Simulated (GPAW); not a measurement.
**Al3InN4 (ordered alloy, started on the zincblende lattice) (I-42m): G0W0 with GPAW, start to end**

Aim: the G0W0 gap of Al3InN4 (ordered alloy, started on the zincblende lattice) (I-42m) on PBE, step by step.

Main program and level: GPAW 26.7.0; PBE and many-body steps on it, plane waves.

This is a report of a sequence of runs, with most program output left out.

The structure was built from a prototype and need not be the compound's stable phase.

## (1) Starting point

It takes space group I-42m (No. 121, tetragonal). Conventional cell: a = 4.548 Å, b = 4.548 Å, c = 9.063 Å, α = 90.00°, β = 90.00°, γ = 90.00°. Al has 4 N at 1.92 Å nearest. Nearest to N lie 3 Al at 1.90 to 1.92 Å and 1 In at 2.14 Å. Al has 4 N at 1.90 Å nearest. Nearest to In lie 4 N at 2.14 Å. Farther neighbours and most contacts between anions are not listed.

The structure was relaxed with PBE. The structure type comes from a generator and need not be one that this composition takes. The runs that relaxed it are not among those shown.

## (2) Ground state

This step: GPAW 26.7.0; DFT, PBE, plane waves, PAW.

The ground-state density comes first.

File run.py:

```python
import json
import numpy as np
from gpaw.mpi import world
from ase import Atoms
from gpaw import GPAW, PW, FermiDirac

atoms = Atoms(['Al', 'N', 'Al', 'N', 'Al', 'N', 'In', 'N'],
    cell=[[-2.2740923623, 2.2740923623, 4.5312551353],
      [2.2740923623, -2.2740923623, 4.5312551353],
      [2.2740923623, 2.2740923623, -4.5312551353]],
    scaled_positions=[[0.7500000000, 0.2500000000, 0.5000000000],
      [0.1384717266, 0.5916886906, 0.0000000000],
      [0.5000000000, 0.5000000000, 1.0000000000],
      [0.8615282734, 0.8615282734, 0.4532169640],
      [0.2500000000, 0.7500000000, 0.5000000000],
      [0.5916886906, 0.1384717266, 0.0000000000],
      [0.0000000000, 0.0000000000, 0.0000000000],
      [0.4083113094, 0.4083113094, 0.5467830360]],
    pbc=(True, True, True))
calc = GPAW(mode=PW(600),
    xc='PBE',
    kpts={'size': (8, 8, 8), 'gamma': True},
    occupations=FermiDirac(0.001),
    nbands=-10,
    convergence={'density': 1e-6, 'bands': -3},
    maxiter=100,
    txt='gs.txt')
atoms.calc = calc
res = {'energy': atoms.get_potential_energy()}
kpts = calc.get_ibz_k_points()
res['kpts'] = kpts
res['eigenvalues'] = [calc.get_eigenvalues(kpt=k) for k in range(len(kpts))]
res['n_electrons'] = calc.get_number_of_electrons()
calc.write('gs.gpw')

if world.rank == 0:
    with open('result.json', 'w') as f:
        json.dump(res, f, default=lambda x: x.tolist())
```

On the command line:

```console
$ mpirun -n 8 gpaw python run.py
```

It took 28 s on 8 MPI ranks of Arm Neoverse V1, shared host; peak memory 1.8 GiB; 3.7 min of CPU time.

This step gave:

```yaml
total_energy: -54.5504 eV
gap: 2.399 eV
k_of_the_valence_top: 0, 0, 0
k_of_the_conduction_bottom: 0, 0, 0
least_direct_gap: 2.399 eV
```

The gap is direct, at Γ.

## (3) Empty states on the mesh, 4×4×4 mesh, 63 bands

The sums over transitions need many empty states on a uniform mesh; this step solves for them.

File run.py:

```python
import json
import numpy as np
from gpaw.mpi import world
from gpaw import GPAW

calc = GPAW('gs.gpw').fixed_density(kpts={'size': (4, 4, 4), 'gamma': True},
    nbands=73,
    convergence={'bands': 63},
    txt='nscf.txt')
calc.write('full.gpw', mode='all')
res = {}
kpts = calc.get_ibz_k_points()
res['kpts'] = kpts
res['eigenvalues'] = [calc.get_eigenvalues(kpt=k) for k in range(len(kpts))]
res['n_electrons'] = calc.get_number_of_electrons()

if world.rank == 0:
    with open('result.json', 'w') as f:
        json.dump(res, f, default=lambda x: x.tolist())
```

On the command line:

```console
$ mpirun -n 8 gpaw python run.py
```

Wall time 15 s (8 MPI ranks); peak memory 1.9 GiB.

This step gave:

* gap: 2.399 eV
* k of the valence top: 0, 0, 0
* k of the conduction bottom: 0, 0, 0
* least direct gap: 2.399 eV
* k points computed: 13
* lowest point of the top converged band, above the valence top: 26.73 eV

On this mesh the gap is 2.399 eV.

## (4) Screening and self-energy, 4×4×4 mesh, 53 bands, screening to 40 eV

G0W0 replaces the xc potential by the self-energy, built once from these orbitals. Only a window of levels is corrected, while the sums run over the empty bands that the input names.

This step: G0W0 on PBE, plane waves, PAW.

File run.py:

```python
import json
import numpy as np
from gpaw.mpi import world
from gpaw.response.g0w0 import G0W0

gw = G0W0('full.gpw',
    filename='gw',
    kpts=[0],
    bands=(19, 23),
    ecut=40,
    nbands=53,
    integrate_gamma='WS',
    ppa=True)
gw.calculate()
res = {mode: {k: v for k, v in r.items() if k != 'sigma_eskwn'}
       for mode, r in gw.all_results.items()}

if world.rank == 0:
    with open('result.json', 'w') as f:
        json.dump(res, f, default=lambda x: x.tolist())
```

On the command line:

```console
$ mpirun -n 8 gpaw python run.py
```

Elapsed: 25 s, on 8 MPI ranks; peak memory 3.4 GiB; 3.3 min of CPU time.

This step gave:

* G0W0 gap on the points computed: 3.420 eV
* least direct G0W0 gap on the computed points: 3.420 eV
* Z at the valence top: 0.7944
* Z at the conduction bottom: 0.8272
* starting gap on the mesh: 2.399 eV
* k of the valence top: 0, 0, 0
* k of the conduction bottom: 0, 0, 0

The gap on the mesh goes from 2.40 eV to 3.42 eV, a correction of +1.02 eV.

Limits: finite bands, cutoff and mesh; no spin-orbit coupling. v1 is the top filled band, c1 the lowest empty one. The levels before and after the correction (eV, zero at the valence-band top of each column):

|  | conduction bottom | valence top |
| --- | --- | --- |
| Kohn-Sham | 2.40 | 0.00 |
| G0W0 | 3.42 | 0.00 |

|  | level | energy (eV) |
| --- | --- | --- |
| Kohn-Sham | Γ v2-v1 | 0.000 |
| Kohn-Sham | Γ c1 | 2.399 |
| Kohn-Sham | Γ c2 | 3.482 |
| G0W0 | Γ v2-v1 | 0.000 |
| G0W0 | Γ c1 | 3.420 |
| G0W0 | Γ c2 | 4.309 |

## (5) Where the time went

Times are wall times on 8 MPI ranks of Arm Neoverse V1, shared host, good to a factor of about two.

| step | time | share | memory (GiB) |
| --- | --- | --- | --- |
| ground state | 28 s | 41 % | 1.8 |
| empty states on the mesh | 15 s | 23 % | 1.9 |
| screening and self-energy | 25 s | 36 % | 3.4 |

## (6) Outcome

```json
{
 "PBE gap": "2.40 eV, direct",
 "G0W0 gap on the mesh": "3.42 eV",
 "GW settings": "4×4×4 mesh, 53 bands, screening to 40 eV, Godby-Needs plasmon pole",
 "known limits": "not at the basis limit; no spin-orbit coupling"
}
```

What this shows: G0W0 moves the gap on the mesh from 2.40 eV to 3.42 eV (+1.02 eV), with Z of 0.79 and 0.83 at the edges. Only 1 of the mesh's irreducible points was corrected, so a valley elsewhere could overtake. Bands and cutoff are finite, so the gap is not at the basis limit. The miss can reach some tenths of an eV and take either sign; the mesh is an error of its own. These stock PAW sets were not made for GW. In the G0W0 run levels were corrected at 1 k point alone, so a gap called «on the mesh» is the least over those, and an edge elsewhere would be missed. The many-body steps are scalar-relativistic: spin-orbit coupling is not in them.

[Paths, hosts, dates, memory and timing lines, banners, echoed tables and standing remarks are left out of the program output.]

[Logs are printed without paths, hosts, clocks, repeated set-up lines and the standing remarks that a program may print on its own settings, such as how far it seeks lower states.]

[Runs of the session that timed out or met a known fault of the program may be left out.]

[Hosts, paths, dates, database ids (printed as entryN), source tags and the programs' standing remarks are cut or masked in the printed files.]
